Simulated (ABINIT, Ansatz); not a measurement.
# A GW run on InF3 (R-3c) in ABINIT, with inputs changed

What do changed inputs do to GW on InF3 (R-3c)?

Main program and level: ABINIT 10.8.3; LDA and many-body steps on it, plane waves.

### 1. Starting point

Symmetry: R-3c, No. 167, trigonal system. The conventional cell has a = 5.204 Å, b = 5.204 Å, c = 14.723 Å, α = 90.00°, β = 90.00°, γ = 120.00°. Nearest to In lie 6 F at 2.08 Å. Nearest to F lie 2 In at 2.08 Å. Farther neighbours and most contacts between anions are not listed.

Coordinates:

```cif
data_structure
_symmetry_space_group_name_H-M 'P 1'
_symmetry_Int_Tables_number 1
_cell_length_a 5.7543
_cell_length_b 5.7543
_cell_length_c 5.7543
_cell_angle_alpha 53.771
_cell_angle_beta 53.771
_cell_angle_gamma 53.771
_cell_volume 115.11
loop_
_atom_site_label
_atom_site_type_symbol
_atom_site_fract_x
_atom_site_fract_y
_atom_site_fract_z
_atom_site_occupancy
In1 In 0.50000 0.50000 0.50000 1
In2 In 0.00000 0.00000 0.00000 1
F3 F 0.39571 0.75000 0.10429 1
F4 F 0.75000 0.10429 0.39571 1
F5 F 0.89571 0.60429 0.25000 1
F6 F 0.25000 0.89571 0.60429 1
F7 F 0.60429 0.25000 0.89571 1
F8 F 0.10429 0.39571 0.75000 1
```

The cell and positions are those that the Materials Project relaxed with its own functionals (PBE, PBE+U or r2SCAN), kept fixed.

### 2. Screening, 2×2×2 mesh, 110 bands, screening to 114.3 eV

This step: ABINIT 10.8.3; RPA screening on LDA, plane waves, norm-conserving pseudopotentials.

The RPA dielectric matrix is built and inverted for each q.

Input file run.abi:

```
acell 3*1.0 Angstrom
rprim 
  2.602141182914 1.502346912402 4.907506134507
  -2.602141182914 1.502346912402 4.907506134507
  0.000000000000 -3.004693824873 4.907506134486
ntypat 2
znucl 49 9
natom 8
typat 1 1 2 2 2 2 2 2
xred 
  0.500000000000 0.500000000000 0.500000000000
  -0.000000000000 0.000000000000 0.000000000000
  0.395709220000 0.750000000000 0.104290780000
  0.750000000000 0.104290780000 0.395709220000
  0.895709220000 0.604290780000 0.250000000000
  0.250000000000 0.895709220000 0.604290780000
  0.604290780000 0.250000000000 0.895709220000
  0.104290780000 0.395709220000 0.750000000000
pp_dirpath "pseudos"
pseudos "In.upf, F.upf"
ecut 36
ngkpt 2 2 2
nshiftk 1
shiftk 0 0 0
kptopt 1
chksymbreak 0
istwfk *1
occopt 1
irdwfk 1
optdriver 3
nband 110
ecuteps 4.2
inclvkb 2
awtr 1
symchi 1
indata_prefix "in"
outdata_prefix "out"
tmpdata_prefix "tmp"
```

Command:

```bash
OMP_NUM_THREADS=1 mpirun -n 4 abinit run.abi > log
```

Log:

```text
.Version 10.8.3 of ABINIT. v10.8.2 released Aug 2026.

 Symmetries : space group R-3 c (#167); Bravais hR (rhombohedral)
[... echo of the input left out ...]
== DATASET  1 ==================================================================
-   mpi_nproc: 4, omp_nthreads: 1 (-1 if OMP is not activated)

--- !DatasetInfo
iteration_state: {dtset: 1, }
dimensions: {natom: 8, nkpt: 4, mband: 110, nsppol: 1, nspinor: 1, nspden: 1, mpw: 8026, }
cutoff_energies: {ecut:  36.0, pawecutdg:  -1.0, }
electrons: {nelect:   6.80000000E+01, charge:   0.00000000E+00, occopt:   1.00000000E+00, tsmear:   1.00000000E-02, }

 SCREENING: Calculation of the susceptibility and dielectric matrices

 Based on a program developped by R.W. Godby, V. Olevano, G. Onida, and L. Reining.
 Incorporated in ABINIT by V. Olevano, G.-M. Rignanese, and M. Torrent.
.Using double precision arithmetic ; gwpc =  8

[... cell and pseudopotentials left out ...]
--------------------------------------------------------------------------------

 ==== K-mesh for the wavefunctions ====
 Number of points in the irreducible wedge :     4
[... list of points left out ...]
 Together with 12 symmetry operations and time-reversal symmetry
 yields     8 points in the full Brillouin Zone.

 ==== Q-mesh for the screening function ====
 Number of points in the irreducible wedge :     4
[... list of points left out ...]
 Together with 12 symmetry operations and time-reversal symmetry
 yields     8 points in the full Brillouin Zone.

 setmesh: FFT mesh size selected  =    40x   40x   40
          total number of points  =        64000

 vcoul_init : cutoff-mode = AUXILIARY_FUNCTION
 q-points for optical limit:   1
     1)      0.000010    0.000020    0.000030

- screening: taking advantage of time-reversal symmetry
- Maximum band index for partially occupied states nbvw = 34
- Remaining bands to be divided among processors   nbcw = 76
- Number of bands treated by each node ~19

 Number of electrons calculated from density =   68.0000; Expected =   68.0000
 average of density, n =  0.087539
 r_s =    1.3971
 omega_plasma =   28.5401 [eV]

 calculating chi0 at frequencies [eV] :
  1    0.000000E+00    0.000000E+00
  2    0.000000E+00    2.854008E+01

--------------------------------------------------------------------------------
  q-point number  1        q = ( 0.000000, 0.000000, 0.000000) [r.l.u.]
--------------------------------------------------------------------------------
[... chi0 elements left out ...]
 For q-point:  0.000010 0.000020 0.000030
  dielectric constant =   2.4482
  dielectric constant without local fields =   2.5713

  Average fulfillment of the sum rule on Im[epsilon] for q-point    1 :     37.19  [%]
[... wings left out ...]
  q-point number  2        q = ( 0.500000, 0.000000, 0.000000) [r.l.u.]
--------------------------------------------------------------------------------
[... chi0 elements left out ...]
  Average fulfillment of the sum rule on Im[epsilon] for q-point    2 :     44.15  [%]

 [... 2 further q-points ...]
```

Elapsed: 60 s, on 4 MPI ranks of Arm Neoverse N1, shared host; peak memory 1.5 GiB.

Numbers from this step:

| Item | Value |
| --- | --- |
| ε∞ with local fields, on this mesh, along the program's q direction | 2.448 |
| the same without local fields | 2.571 |
| plasma frequency | 28.54 eV |
| plane waves in the screening matrix | 327 |

Local fields lower ε∞ by 5 %. On a Γ-centred mesh this coarse the value itself is usually too large, while a short band sum pulls it down.

### 3. Base

The self-energy is evaluated for the states that the input lists, and the levels follow from it, in one-shot runs by the linearised quasiparticle equation.

This step: G0W0 on LDA, plane waves, norm-conserving pseudopotentials.

Changes to run.abi since step 2:

```diff
@@ -29,8 +29,17 @@
 irdwfk 1
-optdriver 3
+optdriver 4
 nband 110
+gwcalctyp 0
+ecutsigx 36
+symsigma 1
+nkptgw 2
+kptgw 
+  0.5000000000 0.5000000000 0.0000000000
+  0.0000000000 0.0000000000 0.0000000000
+bdgw 
+  33 36
+  33 36
 ecuteps 4.2
-inclvkb 2
-awtr 1
-symchi 1
+irdscr 1
+ppmodel 1
 indata_prefix "in"
```

Log:

```text
.Version 10.8.3 of ABINIT. v10.8.2 released Aug 2026.

 Symmetries : space group R-3 c (#167); Bravais hR (rhombohedral)
[... echo of the input left out ...]
== DATASET  1 ==================================================================
-   mpi_nproc: 4, omp_nthreads: 1 (-1 if OMP is not activated)

--- !DatasetInfo
iteration_state: {dtset: 1, }
dimensions: {natom: 8, nkpt: 4, mband: 110, nsppol: 1, nspinor: 1, nspden: 1, mpw: 8026, }
cutoff_energies: {ecut:  36.0, pawecutdg:  -1.0, }
electrons: {nelect:   6.80000000E+01, charge:   0.00000000E+00, occopt:   1.00000000E+00, tsmear:   1.00000000E-02, }

 SIGMA: Calculation of the GW corrections

 Based on a program developped by R.W. Godby, V. Olevano, G. Onida, and L. Reining.
 Incorporated in ABINIT by V. Olevano, G.-M. Rignanese, and M. Torrent.
.Using double precision arithmetic ; gwpc =  8

[... cell and pseudopotentials left out ...]
--------------------------------------------------------------------------------

 ==== K-mesh for the wavefunctions ====
 Number of points in the irreducible wedge :     4
[... list of points left out ...]
 Together with 12 symmetry operations and time-reversal symmetry
 yields     8 points in the full Brillouin Zone.

 ==== Q-mesh for screening function ====
 Number of points in the irreducible wedge :     4
[... list of points left out ...]
 Together with 12 symmetry operations and time-reversal symmetry
 yields     8 points in the full Brillouin Zone.

 vcoul_init : cutoff-mode = AUXILIARY_FUNCTION
 q-points for optical limit:   1
     1)      0.000010    0.000020    0.000030
 setmesh: FFT mesh size selected  =    60x   60x   60
          total number of points  =       216000

 Number of electrons calculated from density =   68.0000; Expected =   68.0000
 average of density, n =  0.087539
 r_s =    1.3971
 omega_plasma =   28.5401 [eV]

 === KS Band Gaps ===
  >>>> For spin  1
   Minimum direct gap =   4.0295 [eV], located at k-point      :   0.0000  0.0000  0.0000
   Fundamental gap    =   3.9974 [eV], Top of valence bands at :   0.5000  0.5000  0.0000
                                       Bottom of conduction at :   0.0000  0.0000  0.0000
 SIGMA fundamental parameters:
 PLASMON POLE MODEL  1
 number of plane-waves for SigmaX                 7987
 number of plane-waves for SigmaC and W            327
 number of plane-waves for wavefunctions          7987
 number of bands                                   110
 number of independent spin polarizations            1
 number of spinorial components                      1
 number of k-points in IBZ                           4
 number of q-points in IBZ                           4
 number of symmetry operations                      12
 number of k-points in BZ                            8
 number of q-points in BZ                            8
 number of frequencies for dSigma/dE                 9
 frequency step for dSigma/dE [eV]                0.25
 number of omega for Sigma on real axis              0
 max omega for Sigma on real axis  [eV]           0.00
 zcut for avoiding poles [eV]                     0.10

 EPSILON^-1 parameters (SCR file):
 dimension of the eps^-1 matrix on file            327
 dimension of the eps^-1 matrix used               327
 number of plane-waves for wavefunctions          7987
 number of bands                                   110
 number of q-points in IBZ                           4
 number of frequencies                               2
 number of real frequencies                          1
 number of imag frequencies                          1

 matrix elements of self-energy operator (all in [eV])

 Perturbative Calculation

--- !SelfEnergy_ee
iteration_state: {dtset: 1, }
kpoint     : [   0.500,    0.500,    0.000, ]
spin       : 1
KS_gap     :    6.522
QP_gap     :   10.132
Delta_QP_KS:    3.610
data: !SigmaeeData |
     Band     E0 <VxcDFT>   SigX SigC(E0)      Z dSigC/dE  Sig(E)    E-E0       E
       33  -1.587 -23.082 -29.140   5.080   0.808  -0.238 -23.872  -0.790  -2.377
       34  -1.436 -22.746 -29.817   5.539   0.800  -0.250 -23.971  -1.225  -2.662
       35   5.086 -17.412 -12.350  -2.270   0.854  -0.171 -15.028   2.384   7.470
       36   6.633 -18.272 -12.582  -2.549   0.848  -0.180 -15.609   2.662   9.296

--- !SelfEnergy_ee
iteration_state: {dtset: 1, }
kpoint     : [   0.000,    0.000,    0.000, ]
spin       : 1
KS_gap     :    4.030
QP_gap     :    7.222
Delta_QP_KS:    3.192
data: !SigmaeeData |
     Band     E0 <VxcDFT>   SigX SigC(E0)      Z dSigC/dE  Sig(E)    E-E0       E
       33  -1.468 -22.631 -29.821   5.583   0.799  -0.251 -23.915  -1.284  -2.752
       34  -1.468 -22.631 -29.821   5.583   0.799  -0.251 -23.915  -1.284  -2.752
       35   2.561 -14.346  -9.831  -2.319   0.869  -0.151 -12.437   1.908   4.470
       36   7.966 -19.069 -12.845  -2.794   0.839  -0.191 -16.190   2.879  10.845

== END DATASET(S) ==============================================================
================================================================================

 -outvars: echo values of variables after computation  --------
           etotal      0.0000000000E+00
            nband         110
             nkpt           4
          spgroup         167
 [... the other variables as echoed above ...]

 Calculation completed.
```

It took 17 s on 4 MPI ranks; peak memory 1.1 GiB; 66 s of CPU time.

This step gave:

```yaml
g0w0_gap_on_the_points_computed: 6.847 eV
starting_gap_on_the_mesh: 3.997 eV
k_of_the_valence_top: 0.5, 0.5, 0
k_of_the_conduction_bottom: 0, 0, 0
z_at_the_valence_top: 0.808
z_at_the_conduction_bottom: 0.869
least_direct_g0w0_gap_on_the_computed_points: 7.222 eV
```

The gap on the mesh goes from 4.00 eV to 6.85 eV, a correction of +2.85 eV.

### 4. Fewer bands in the self-energy

Changes to run.abi since step 3:

```diff
@@ -30,3 +30,3 @@
 optdriver 4
-nband 110
+nband 40
 gwcalctyp 0
```

Log:

```text
.Version 10.8.3 of ABINIT. v10.8.2 released Aug 2026.

 Symmetries : space group R-3 c (#167); Bravais hR (rhombohedral)
[... echo of the input left out ...]
== DATASET  1 ==================================================================
-   mpi_nproc: 4, omp_nthreads: 1 (-1 if OMP is not activated)

--- !DatasetInfo
iteration_state: {dtset: 1, }
dimensions: {natom: 8, nkpt: 4, mband: 40, nsppol: 1, nspinor: 1, nspden: 1, mpw: 8026, }
cutoff_energies: {ecut:  36.0, pawecutdg:  -1.0, }
electrons: {nelect:   6.80000000E+01, charge:   0.00000000E+00, occopt:   1.00000000E+00, tsmear:   1.00000000E-02, }

 SIGMA: Calculation of the GW corrections

 Based on a program developped by R.W. Godby, V. Olevano, G. Onida, and L. Reining.
 Incorporated in ABINIT by V. Olevano, G.-M. Rignanese, and M. Torrent.
.Using double precision arithmetic ; gwpc =  8

[... cell and pseudopotentials left out ...]
--------------------------------------------------------------------------------

 ==== K-mesh for the wavefunctions ====
 Number of points in the irreducible wedge :     4
[... list of points left out ...]
 Together with 12 symmetry operations and time-reversal symmetry
 yields     8 points in the full Brillouin Zone.

 ==== Q-mesh for screening function ====
 Number of points in the irreducible wedge :     4
[... list of points left out ...]
 Together with 12 symmetry operations and time-reversal symmetry
 yields     8 points in the full Brillouin Zone.

 vcoul_init : cutoff-mode = AUXILIARY_FUNCTION
 q-points for optical limit:   1
     1)      0.000010    0.000020    0.000030
 setmesh: FFT mesh size selected  =    60x   60x   60
          total number of points  =       216000

 Number of electrons calculated from density =   68.0000; Expected =   68.0000
[...]
number of omega for Sigma on real axis              0
 max omega for Sigma on real axis  [eV]           0.00
 zcut for avoiding poles [eV]                     0.10

 EPSILON^-1 parameters (SCR file):
 dimension of the eps^-1 matrix on file            327
 dimension of the eps^-1 matrix used               327
 number of plane-waves for wavefunctions          7987
 number of bands                                   110
 number of q-points in IBZ                           4
 number of frequencies                               2
 number of real frequencies                          1
 number of imag frequencies                          1

 matrix elements of self-energy operator (all in [eV])

 Perturbative Calculation

--- !SelfEnergy_ee
iteration_state: {dtset: 1, }
kpoint     : [   0.500,    0.500,    0.000, ]
spin       : 1
KS_gap     :    6.522
QP_gap     :   10.785
Delta_QP_KS:    4.263
data: !SigmaeeData |
     Band     E0 <VxcDFT>   SigX SigC(E0)      Z dSigC/dE  Sig(E)    E-E0       E
       33  -1.587 -23.082 -29.140   5.726   0.816  -0.226 -23.352  -0.271  -1.858
       34  -1.436 -22.746 -29.817   6.167   0.808  -0.238 -23.475  -0.729  -2.165
       35   5.086 -17.412 -12.350  -1.023   0.875  -0.143 -13.879   3.534   8.620
[...]
--- !SelfEnergy_ee
iteration_state: {dtset: 1, }
kpoint     : [   0.000,    0.000,    0.000, ]
spin       : 1
KS_gap     :    4.030
QP_gap     :    7.625
Delta_QP_KS:    3.595
data: !SigmaeeData |
     Band     E0 <VxcDFT>   SigX SigC(E0)      Z dSigC/dE  Sig(E)    E-E0       E
[...]
35   2.561 -14.346  -9.831  -1.348   0.885  -0.130 -11.545   2.801   5.362
       36   7.966 -19.069 -12.845  -1.246   0.867  -0.153 -14.751   4.318  12.284

== END DATASET(S) ==============================================================
================================================================================

 -outvars: echo values of variables after computation  --------
           etotal      0.0000000000E+00
            nband          40
             nkpt           4
          spgroup         167
 [... the other variables as echoed above ...]

 Calculation completed.
```

The job ended after 9.6 s (4 MPI ranks; peak memory 0.96 GiB; 38 s of CPU time).

Numbers from this step:

- G0W0 gap on the points computed: 7.220 eV
- starting gap on the mesh: 3.997 eV
- k of the valence top: 0.5, 0.5, 0
- k of the conduction bottom: 0, 0, 0
- Z at the valence top: 0.816
- Z at the conduction bottom: 0.885
- least direct G0W0 gap on the computed points: 7.624 eV

(Part 1 of 2 ends here.)

[Paths, hosts, dates, memory and timing lines, banners, echoed tables and standing remarks are left out of the program output.]

[Logs are printed without paths, hosts, clocks, repeated set-up lines and the standing remarks that a program may print on its own settings, such as how far it seeks lower states.]

[Runs of the session that timed out or met a known fault of the program may be left out.]

[No measured gap is set beside runs whose start may be inverted or whose files or cutoffs have a known fault.]

[Hosts, paths, dates, database ids (printed as entryN), source tags and the programs' standing remarks are cut or masked in the printed files.]

[G0W0 gaps are taken among the corrected bands and points alone; a level outside them can change the order at an edge.]

[Where Ansatz stands beside ABINIT at settings called matched, ABINIT's density can come from a denser mesh and the files from another edition; pairs whose starting gaps differed by over 0.03 eV were left out, so agreement reads better than it is.]
